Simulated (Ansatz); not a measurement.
# Cl on Mo(100): change of the work function

Wanted: Δφ(θ) for Cl/Mo(100), starting from the hollow site.

Main program and level: Ansatz 0.2.0; plane-wave DFT, RPBE, Ansatz PAW, in the first sound run; inputs show where later runs differ.

## (1) The structure

The cell holds 5 atoms: 5 Mo. Cell: a = 3.150 Å, b = 3.150 Å, c = 24.300 Å, α = 90.0°, β = 90.0°, γ = 90.0°. Vacuum lies along c.

Coordinates:

```cif
data_structure
_symmetry_space_group_name_H-M 'P 1'
_symmetry_Int_Tables_number 1
_cell_length_a 3.1500
_cell_length_b 3.1500
_cell_length_c 24.3000
_cell_angle_alpha 90.000
_cell_angle_beta 90.000
_cell_angle_gamma 90.000
_cell_volume 241.12
loop_
_atom_site_label
_atom_site_type_symbol
_atom_site_fract_x
_atom_site_fract_y
_atom_site_fract_z
_atom_site_occupancy
Mo1 Mo 0.00000 0.00000 0.37037 1
Mo2 Mo 0.50000 0.50000 0.43519 1
Mo3 Mo 0.00000 0.00000 0.50000 1
Mo4 Mo 0.50000 0.50000 0.56481 1
Mo5 Mo 0.00000 0.00000 0.62963 1
```

## (2) The clean slab

The bare slab comes first, as the zero from which every change is counted. The two lowest layers are held at bulk places and the upper ones relax. The dipole correction removes the false field that a one-sided slab makes across the periodic vacuum, so each face gets a flat vacuum level of its own.

The input, input.yaml:

```yaml
crystal:
  lattice:
    - [3.15, 0.0, 0.0]
    - [0.0, 3.15, 0.0]
    - [0.0, 0.0, 24.3]
  atoms:
    - { symbol: Mo, position: [0.0, 0.0, 0.3703703704] }
    - { symbol: Mo, position: [0.5, 0.5, 0.4351851852] }
    - { symbol: Mo, position: [0.0, 0.0, 0.5] }
    - { symbol: Mo, position: [0.5, 0.5, 0.5648148148] }
    - { symbol: Mo, position: [0.0, 0.0, 0.6296296296] }
kpoints:
  mp_grid: { grid: [10, 10, 1] }
hamiltonian:
  xc: rpbe
scf:
  occupations: { method: fermi_dirac, width: 0.1 }
  convergence: { dr2_threshold: 1.0e-08 }
efield:
  axis: 3
  dipole_correction: true
  ramp_position: 0.97
  ramp_width: 0.06
relax:
  f_tol: 0.02
  max_steps: 60
  constraints: [{ sites: [0, 1] }]
output:
  write_potential: true
  write_density: true
  volumetric_format: npy
```

On the command line:

```sh
$ ansatz run input.yaml --threads 4 --pin off --max-ram 12288MiB --backend cpu --events-out ev --progress --plain --runs-dir out
```

Numbers of over 12 decimals in the logs are rounded to 6 here.

Output:

```text
Engine: ansatz 0.2.0, aarch64-unknown-linux-gnu
Pseudopotentials: kind: paw
Pseudopotential: Mo, paw, valence charge 14, recommended cutoff 420 eV (normal), Mo.paw.azcp
Functional definition: RPBE
  parameter kappa = 0.804
  parameter beta = 0.066725
  exchange = rpbe_x(kappa = kappa, mu = beta*pi^2/3)
  correlation = pbe_c(beta = beta)
Crystal: 5 atoms, lattice volume = 241.117 Å³
Basis set: ecut = 420 eV, 4761 PW (Γ), exchange–correlation on 48×48×360 points (8 copies of the dense FFT grid, shifted against one another)
Bands: 42, of which v1, the nominal top of the filled ones, is band 35 counted from 1 (34 counted from 0)
Symmetry: 8 space group operations
k-points: 21 of 100
Non-local potential: Mo, projectors of the file, l = 0: 3, l = 1: 2, l = 2: 2, l = 3: 1
PAW form: soft (Blöchl's): semilocal exchange-correlation on the pseudo side does not see the compensation charge
PAW frozen core: Mo, regenerated for the run's functional, and the local potential with it (the file was generated under x = pbe(κ = 0.804, μ = 0.219515), c = pbe(β = 0.066725))
PAW one-centre angular grid: Mo, 590 points (default); XC on 64 Gauss nodes
Initial density: superposition of atomic densities (neutral atoms: chi_scale 0, normalization atom), corrected by the library's trained network
Initial wavefunctions: pseudopotential atomic-orbital guess
Functional: x = rpbe, c = pbe(β = 0.066725)
SCF iter   1: F=—  HF=-24811.216167 eV  |F-HF|=—  |Δ(HF+E_count)|=         —  Δρ=8.10e-3  dr2=5.47e-1  ethr=1.77e-3  p=0.000 e·Å  D=1.23e-14 V/Å  ΔV_dip=-0.00 eV  dr2_dipole=8.15e-9  V_vac-E_F(+/−)=3.94/3.94 eV  ⟨swp⟩=8.5  Hψ=4191  notcnv=0
efield: sawtooth ramp at fractional position 0.9700 (set: `efield.ramp_position`, or a place that a band, a saddle search or an elastic batch's reference lends), width 0.0600; the density the first Hamiltonian is built on has a dipole p = 0.000 e·Å; the dipole correction subtracts the counter field D = 1.23e-14 V/Å, which shifts the + side's vacuum level by -0.00 eV against the − side's; the planar-averaged density in the ramp window peaks in size at 8.8e-6 e/Å³
preconditioner: auto → LDOS  [metal: Δε(μ)=0.012 eV  Ē_g=3.493 eV  σ=0.100 eV  W_gap=0.03  n_scr=44 (ndim 8)  ℏωp=13.1 eV  f_vac=0.585  D(μ)=7.65/eV (n_scr^D=62)  β→1.0]
SCF iter   2: F=—  HF=-24811.180400 eV  |F-HF|=—  |Δ(HF+E_count)|=   3.58e-2  Δρ=3.79e-3  dr2=6.36e-2  ethr=7.82e-4  p=-0.000 e·Å  D=-1.90e-6 V/Å  ΔV_dip=0.00 eV  dr2_dipole=1.65e-8  V_vac-E_F(+/−)=3.83/3.83 eV  ⟨swp⟩=2.2  Hψ=1244  notcnv=0
SCF iter   3: F=—  HF=-24811.178570 eV  |F-HF|=—  |Δ(HF+E_count)|=   1.83e-3  Δρ=1.50e-3  dr2=1.06e-2  ethr=9.09e-5  p=-0.000 e·Å  D=-2.41e-6 V/Å  ΔV_dip=0.00 eV  dr2_dipole=6.76e-10  V_vac-E_F(+/−)=3.82/3.82 eV  ⟨swp⟩=2.0  Hψ=1293  notcnv=0
SCF iter   4: F=—  HF=-24811.178076 eV  |F-HF|=—  |Δ(HF+E_count)|=   4.94e-4  Δρ=3.49e-4  dr2=8.05e-4  ethr=1.52e-5  p=-0.000 e·Å  D=-1.69e-6 V/Å  ΔV_dip=0.00 eV  dr2_dipole=1.60e-12  V_vac-E_F(+/−)=3.81/3.81 eV  ⟨swp⟩=2.2  Hψ=1153  notcnv=0
SCF iter   5: F=—  HF=-24811.178117 eV  |F-HF|=—  |Δ(HF+E_count)|=   4.09e-5  Δρ=9.64e-5  dr2=2.85e-5  ethr=1.15e-6  p=-0.000 e·Å  D=-1.16e-6 V/Å  ΔV_dip=0.00 eV  dr2_dipole=2.55e-13  V_vac-E_F(+/−)=3.80/3.80 eV  ⟨swp⟩=2.0  Hψ=1159  notcnv=0
SCF iter   6: F=—  HF=-24811.178170 eV  |F-HF|=—  |Δ(HF+E_count)|=   5.28e-5  Δρ=3.43e-5  dr2=4.04e-6  ethr=4.07e-8  p=-0.000 e·Å  D=-6.58e-7 V/Å  ΔV_dip=0.00 eV  dr2_dipole=5.45e-13  V_vac-E_F(+/−)=3.80/3.80 eV  ⟨swp⟩=3.6  Hψ=1787  notcnv=0
SCF iter   7: F=—  HF=-24811.178483 eV  |F-HF|=—  |Δ(HF+E_count)|=   3.14e-4  Δρ=1.10e-5  dr2=3.72e-7  ethr=5.77e-9  p=-0.000 e·Å  D=-3.73e-7 V/Å  ΔV_dip=0.00 eV  dr2_dipole=3.90e-12  V_vac-E_F(+/−)=3.80/3.80 eV  ⟨swp⟩=2.6  Hψ=1489  notcnv=0
SCF iter   8: F=—  HF=-24811.178484 eV  |F-HF|=—  |Δ(HF+E_count)|=   6.76e-7  Δρ=3.20e-6  dr2=3.02e-8  ethr=5.31e-10  p=-0.000 e·Å  D=-1.83e-7 V/Å  ΔV_dip=0.00 eV  dr2_dipole=1.29e-13  V_vac-E_F(+/−)=3.80/3.80 eV  ⟨swp⟩=3.1  Hψ=1707  notcnv=0
SCF iter   9: F=-24811.178484 eV  HF=-24811.178484 eV  |F-HF|=6.12e-9  |Δ(HF+E_count)|=   1.06e-7  Δρ=1.11e-6  dr2=7.67e-9  ethr=1.43e-11  p=-0.000 e·Å  D=-7.61e-8 V/Å  ΔV_dip=0.00 eV  dr2_dipole=2.81e-12  V_vac-E_F(+/−)=3.80/3.80 eV  ⟨swp⟩=10.8  Hψ=6509  notcnv=0
SCF 1 converged in 9 iterations: F = -24811.178484 eV  dr2 = 7.67e-9
  greatest PAW one-centre occupation: 0.998 electrons in one spin orbital (limit 2), on the Mo atom at site 4 (counted from 0), in its partial waves of l = 0
relax step   1: F+E_penalty+E_count = -24811.17848415 eV  Δ(F+E_penalty+E_count) = +0.000e0 eV  max|allowed force component| = 1.240e0 eV/Å  Δτ_max = 0.0000 Å  (9 SCF iters, accepted)
Initial density: handed on by an earlier stage of this run
Initial wavefunctions: those handed on with the density
SCF iter   1: F=—  HF=-24811.208438 eV  |F-HF|=—  |Δ(HF+E_count)|=         —  Δρ=1.33e-2  dr2=2.90e0  ethr=3.10e-3  p=-0.000 e·Å  D=-5.37e-7 V/Å  ΔV_dip=0.00 eV  dr2_dipole=8.79e-1  V_vac-E_F(+/−)=3.84/3.84 eV  ⟨swp⟩=6.1  Hψ=2416  notcnv=0
efield: sawtooth ramp at fractional position 0.9700 (set: `efield.ramp_position`, or a place that a band, a saddle search or an elastic batch's reference lends), width 0.0600; the density the first Hamiltonian is built on has a dipole p = -0.000 e·Å; the dipole correction subtracts the counter field D = -5.37e-7 V/Å, which shifts the + side's vacuum level by +0.00 eV against the − side's; the planar-averaged density in the ramp window peaks in size at 2.2e-6 e/Å³
preconditioner: auto → LDOS  [metal: Δε(μ)=0.015 eV  Ē_g=3.644 eV  σ=0.100 eV  W_gap=0.04  n_scr=44 (ndim 8)  ℏωp=13.1 eV  f_vac=0.593  D(μ)=6.54/eV (n_scr^D=44)  β→1.0]
SCF iter   2: F=—  HF=-24811.153542 eV  |F-HF|=—  |Δ(HF+E_count)|=   5.49e-2  Δρ=5.00e-3  dr2=1.77e-1  ethr=3.10e-3  p=-0.000 e·Å  D=-3.58e-5 V/Å  ΔV_dip=0.00 eV  dr2_dipole=3.47e-2  V_vac-E_F(+/−)=3.78/3.78 eV  ⟨swp⟩=2.1  Hψ=1168  notcnv=0
SCF iter   3: F=—  HF=-24811.150179 eV  |F-HF|=—  |Δ(HF+E_count)|=   3.36e-3  Δρ=4.47e-3  dr2=1.19e-1  ethr=2.52e-4  p=-0.002 e·Å  D=-1.50e-3 V/Å  ΔV_dip=0.04 eV  dr2_dipole=1.41e-5  V_vac-E_F(+/−)=3.82/3.78 eV  ⟨swp⟩=2.9  Hψ=1865  notcnv=0
SCF iter   4: F=—  HF=-24811.136516 eV  |F-HF|=—  |Δ(HF+E_count)|=   1.37e-2  Δρ=5.77e-4  dr2=1.70e-3  ethr=1.70e-4  p=-0.001 e·Å  D=-9.71e-4 V/Å  ΔV_dip=0.02 eV  dr2_dipole=6.87e-6  V_vac-E_F(+/−)=3.80/3.78 eV  ⟨swp⟩=2.0  Hψ=1336  notcnv=0
[...]
SCF iter   7: F=—  HF=-24811.282527 eV  |F-HF|=—  |Δ(HF+E_count)|=   1.65e-5  Δρ=1.89e-5  dr2=1.95e-6  ethr=5.56e-8  p=0.005 e·Å  D=3.63e-3 V/Å  ΔV_dip=-0.09 eV  dr2_dipole=9.84e-8  V_vac-E_F(+/−)=3.72/3.81 eV  ⟨swp⟩=2.1  Hψ=1381  notcnv=0
SCF iter   8: F=—  HF=-24811.282839 eV  |F-HF|=—  |Δ(HF+E_count)|=   3.12e-4  Δρ=5.74e-6  dr2=1.24e-7  ethr=2.79e-9  p=0.005 e·Å  D=3.63e-3 V/Å  ΔV_dip=-0.09 eV  dr2_dipole=1.43e-8  V_vac-E_F(+/−)=3.72/3.81 eV  ⟨swp⟩=2.7  Hψ=1484  notcnv=0
SCF iter   9: F=—  HF=-24811.282839 eV  |F-HF|=—  |Δ(HF+E_count)|=   1.10e-7  Δρ=1.66e-6  dr2=1.89e-8  ethr=1.77e-10  p=0.005 e·Å  D=3.64e-3 V/Å  ΔV_dip=-0.09 eV  dr2_dipole=2.33e-9  V_vac-E_F(+/−)=3.72/3.81 eV  ⟨swp⟩=2.6  Hψ=1445  notcnv=0
SCF iter  10: F=-24811.282839 eV  HF=-24811.282839 eV  |F-HF|=1.13e-9  |Δ(HF+E_count)|=   1.72e-8  Δρ=7.41e-7  dr2=3.77e-9  ethr=1.43e-11  p=0.005 e·Å  D=3.65e-3 V/Å  ΔV_dip=-0.09 eV  dr2_dipole=1.97e-10  V_vac-E_F(+/−)=3.72/3.81 eV  ⟨swp⟩=10.0  Hψ=6188  notcnv=0
SCF 3 converged in 10 iterations: F = -24811.282839 eV  dr2 = 3.77e-9
relax step   3: F+E_penalty+E_count = -24811.28283923 eV  Δ(F+E_penalty+E_count) = -1.044e-1 eV  max|allowed force component| = 1.187e-1 eV/Å  Δτ_max = 0.0944 Å  (10 SCF iters, accepted)
[...]
relax step   4: F+E_penalty+E_count = -24811.28340619 eV  Δ(F+E_penalty+E_count) = -5.670e-4 eV  max|allowed force component| = 2.740e-2 eV/Å  Δτ_max = 0.0185 Å  (8 SCF iters, accepted)
SCF iter   1: F=—  HF=-24811.283709 eV  |F-HF|=—  |Δ(HF+E_count)|=         —  Δρ=1.04e-3  dr2=1.79e-2  ethr=1.84e-4  p=0.005 e·Å  D=3.97e-3 V/Å  ΔV_dip=-0.10 eV  dr2_dipole=4.84e-3  V_vac-E_F(+/−)=3.72/3.81 eV  ⟨swp⟩=1.9  Hψ=1308  notcnv=0
efield: sawtooth ramp at fractional position 0.9700 (set: `efield.ramp_position`, or a place that a band, a saddle search or an elastic batch's reference lends), width 0.0600; the density the first Hamiltonian is built on has a dipole p = 0.005 e·Å; the dipole correction subtracts the counter field D = 3.97e-3 V/Å, which shifts the + side's vacuum level by -0.10 eV against the − side's; the planar-averaged density in the ramp window peaks in size at 8.2e-7 e/Å³
preconditioner: auto → LDOS  [metal: Δε(μ)=0.019 eV  Ē_g=3.561 eV  σ=0.100 eV  W_gap=0.05  n_scr=44 (ndim 8)  ℏωp=13.1 eV  f_vac=0.590  D(μ)=7.37/eV (n_scr^D=54)  β→1.0]
SCF iter   2: F=—  HF=-24811.283396 eV  |F-HF|=—  |Δ(HF+E_count)|=   3.13e-4  Δρ=4.45e-4  dr2=2.03e-3  ethr=2.55e-5  p=0.005 e·Å  D=3.74e-3 V/Å  ΔV_dip=-0.09 eV  dr2_dipole=3.17e-4  V_vac-E_F(+/−)=3.72/3.81 eV  ⟨swp⟩=1.0  Hψ=1051  notcnv=0
SCF iter   3: F=—  HF=-24811.283357 eV  |F-HF|=—  |Δ(HF+E_count)|=   3.88e-5  Δρ=4.32e-4  dr2=1.16e-3  ethr=2.90e-6  p=0.005 e·Å  D=3.82e-3 V/Å  ΔV_dip=-0.09 eV  dr2_dipole=2.09e-5  V_vac-E_F(+/−)=3.72/3.81 eV  ⟨swp⟩=2.2  Hψ=1243  notcnv=0
SCF iter   4: F=—  HF=-24811.283284 eV  |F-HF|=—  |Δ(HF+E_count)|=   7.27e-5  Δρ=9.48e-5  dr2=5.31e-5  ethr=1.66e-6  p=0.005 e·Å  D=3.82e-3 V/Å  ΔV_dip=-0.09 eV  dr2_dipole=2.03e-7  V_vac-E_F(+/−)=3.72/3.81 eV  ⟨swp⟩=2.1  Hψ=1177  notcnv=0
SCF iter   5: F=—  HF=-24811.283287 eV  |F-HF|=—  |Δ(HF+E_count)|=   2.43e-6  Δρ=1.87e-5  dr2=1.68e-6  ethr=7.58e-8  p=0.005 e·Å  D=3.86e-3 V/Å  ΔV_dip=-0.09 eV  dr2_dipole=1.50e-10  V_vac-E_F(+/−)=3.72/3.81 eV  ⟨swp⟩=2.9  Hψ=1353  notcnv=0
SCF iter   6: F=—  HF=-24811.283604 eV  |F-HF|=—  |Δ(HF+E_count)|=   3.17e-4  Δρ=5.88e-6  dr2=1.82e-7  ethr=2.40e-9  p=0.005 e·Å  D=3.90e-3 V/Å  ΔV_dip=-0.09 eV  dr2_dipole=5.77e-9  V_vac-E_F(+/−)=3.72/3.81 eV  ⟨swp⟩=2.2  Hψ=1433  notcnv=0
SCF iter   7: F=—  HF=-24811.283604 eV  |F-HF|=—  |Δ(HF+E_count)|=   1.38e-7  Δρ=2.61e-6  dr2=5.59e-8  ethr=2.59e-10  p=0.005 e·Å  D=3.94e-3 V/Å  ΔV_dip=-0.10 eV  dr2_dipole=5.74e-9  V_vac-E_F(+/−)=3.72/3.81 eV  ⟨swp⟩=2.7  Hψ=1578  notcnv=0
SCF iter   8: F=—  HF=-24811.283604 eV  |F-HF|=—  |Δ(HF+E_count)|=   1.11e-8  Δρ=1.35e-6  dr2=1.05e-8  ethr=7.99e-11  p=0.005 e·Å  D=3.96e-3 V/Å  ΔV_dip=-0.10 eV  dr2_dipole=8.94e-11  V_vac-E_F(+/−)=3.71/3.81 eV  ⟨swp⟩=2.5  Hψ=1457  notcnv=0
SCF iter   9: F=-24811.283604 eV  HF=-24811.283604 eV  |F-HF|=8.29e-10  |Δ(HF+E_count)|=   5.30e-9  Δρ=3.92e-7  dr2=1.32e-9  ethr=1.43e-11  p=0.005 e·Å  D=3.97e-3 V/Å  ΔV_dip=-0.10 eV  dr2_dipole=9.37e-12  V_vac-E_F(+/−)=3.71/3.81 eV  ⟨swp⟩=9.3  Hψ=5713  notcnv=0
SCF 5 converged in 9 iterations: F = -24811.283604 eV  dr2 = 1.32e-9
relax step   5: F+E_penalty+E_count = -24811.28360399 eV  Δ(F+E_penalty+E_count) = -1.978e-4 eV  max|allowed force component| = 1.267e-2 eV/Å  Δτ_max = 0.0101 Å  (9 SCF iters, accepted)
NSCF: frozen V_eff on 21 k-points
the band table was solved once a step of the walk had ended and its energy, with any forces and stress, was formed, with the checks that follow a solve (4049 applications of the Hamiltonian). They found nothing against the state; the energy, forces and stress were not computed again (output.eigenvalues in the input reference)
WARN: The output density's exchange-correlation potential varies sharply where the density is thin. Do not read a vacuum level from v_tot or v_xc, or from such a field of the output density. On a cell that repeats whose density bears no net charge and no dipole along the vacuum's axis use v_es (v_loc + v_h of the components); under efield.dipole_correction with no amplitude use v_es + v_field, which holds any externa [...]
SCF converged after 9 iterations
Free energy (F): -24811.283604 eV
Harris-Foulkes:  -24811.283604 eV  (|F-HF|=8.29e-10)
Internal energy: -24811.054307 eV  (E = F + TS)
E sigma→0 (E₀):  -24811.168955 eV
Entropy (-TS):   -0.229297 eV (-45.859 meV/atom)
Fermi energy:    4.377256 eV
Dipole field:    D = 0.003966 V/Å  (p = 0.005284 e·Å, saw-weighted, corrected)
Work function:   Φ+ = 3.7148 eV   Φ− = 3.8112 eV
Levels:          The Fermi level and band energies are counted from a zero that moves with the ramp; work functions are not
--- Per-component energies (eV) ---
  E_band       = -1425.752694
  E_kinetic    = 2197.361262
  E_local      = -87846.719344  (includes V_loc(G=0)·N_el)
  E_nonlocal   = 713.569578
  E_hartree    = 42682.121292
  E_xc         = -912.948235
  E_vxc        = -1137.158334  (∫ρ·V_xc dr)
  E_paw        = -16041.138848  (= ΣΔE_a)
  E_vpaw       = -717.044731  (= ΣTr[D̂ρ^β])
  E_aug_tail   = 0.000232  (compensation charges beyond the density's cutoff)
  E_efield     = 0.000010  (sawtooth field / dipole correction)
  E_vefield    = 0.002635  (∫n·V_field dr)
  E_ewald      = 34397.155159
  E_core_change = -0.455413  (= ΣΔE_core)
  E_smearing   = -0.229297  (= −TS)
  E_closure    = 0.000000  (closes the sum)
  Σ components = -24811.283604   (vs F -24811.283604, Δ=0.00e0)
--- Forces (eV/Å), atoms counted from 1 ---
  atom   1  Mo     0.00000000     0.00000000     0.89714667
  atom   2  Mo     0.00000000     0.00000000    -0.89560566
  atom   3  Mo    -0.00000000     0.00000000     0.01266582
  atom   4  Mo    -0.00000000     0.00000000    -0.00925892
  atom   5  Mo    -0.00000000     0.00000000    -0.00495164
  max |Σ_I F_I| component: 3.73e-6 eV/Å
--- Band table (eV; the first three rows and the last of 21) ---
  k-point 0: bands = [... 31 lower, 3.5892, 3.5892, 4.1291, 4.2050, 4.3159, 4.3218, 4.3218, 4.3621, ... 3 higher]
  k-point 1: bands = [... 31 lower, 3.6204, 3.7191, 3.8346, 3.8569, 4.3572, 4.4726, 4.7872, 4.9771, ... 3 higher]
  k-point 2: bands = [... 31 lower, 3.3282, 3.5659, 3.5803, 3.6922, 4.7530, 4.8986, 4.9917, 5.0587, ... 3 higher]
  k-point 20: bands = [... 31 lower, 3.7536, 3.7536, 5.8467, 5.9229, 6.1963, 6.1963, 6.4025, 6.4922, ... 3 higher]
--- Relaxed structure (5 steps of the walk, 4 accepted, 0 SCFs on fresh bases) ---
  F+E_penalty+E_count = -24811.28360399 eV   max|allowed force component| = 1.267e-2 eV/Å
  atoms:
    - { symbol: Mo, position: [0.0, 0.0, 0.3703703704] }
    - { symbol: Mo, position: [0.5, 0.5, 0.4351851852] }
    - { symbol: Mo, position: [0, 0.0, 0.499502] }
    - { symbol: Mo, position: [0.5, 0.5, 0.567604] }
    - { symbol: Mo, position: [0, 0.0, 0.625400] }
```

Wall time 26 s (4 threads of Arm Neoverse V1, shared host); peak memory 0.61 GiB.

Relaxation path:

```
step  energy less that of the first step (eV)  largest force component (eV/Å)
   1                                   0.0000                          1.2404
   2                                   0.0417                          1.7432
   3                                  -0.1044                          0.1187
   4                                  -0.1049                          0.0274
   5                                  -0.1051                          0.0127
```

Relaxation step 2 was tried and not accepted.

Forces are held to the 8 operations that the run works with; a distortion that breaks them can't arise in this run.

The atoms that moved most (Å):

```
atom     dx     dy      dz  length
 Mo5  0.000  0.000  -0.103   0.103
 Mo4  0.000  0.000   0.068   0.068
 Mo3  0.000  0.000  -0.012   0.012
```

This step gave:

```yaml
energy_at_zero_smearing: -24811.1690 eV
work_function_upper_face: 3.715 eV
work_function_lower_face: 3.811 eV
dipole_along_the_normal: 0.005284 e·Å
step_between_the_vacuum_levels: -0.09636 eV
```

Running mean over 1.575 Å of the planar mean; the ramp of the sawtooth is left out. The electron's electrostatic potential energy less the Fermi level by z:

```
z (Å)  electron's electrostatic potential energy less the Fermi level (eV)
    3                                                                 3.81
    4                                                                 3.81
    5                                                                 3.80
    6                                                                 3.72
    7                                                                 3.07
    8                                                                -2.65
    9                                                                -11.6
   10                                                                -12.6
   11                                                                -12.9
   12                                                                -12.8
   13                                                                -12.0
   14                                                                -13.8
   15                                                                -13.3
   16                                                                -4.91
   17                                                                 2.64
   18                                                                 3.58
   19                                                                 3.70
   20                                                                 3.71
   21                                                                 3.71
```

The relaxation took 5 steps and lowered the energy by 0.11 eV; the largest force on the free atoms ends at 0.013 eV/Å.

The work function of the upper face is 3.71 eV.

[end of part 1 of 5]

[Logs are printed without paths, hosts, clocks, repeated set-up lines and the standing remarks that a program may print on its own settings, such as how far it seeks lower states.]

[Hosts, paths, dates, database ids (printed as entryN), source tags and the programs' standing remarks are cut or masked in the printed files.]

[Maps of the electrostatic potential energy from Ansatz leave out the sawtooth potential of an applied field or a dipole correction, so their vacuum need not be flat; planar profiles and work functions include it.]
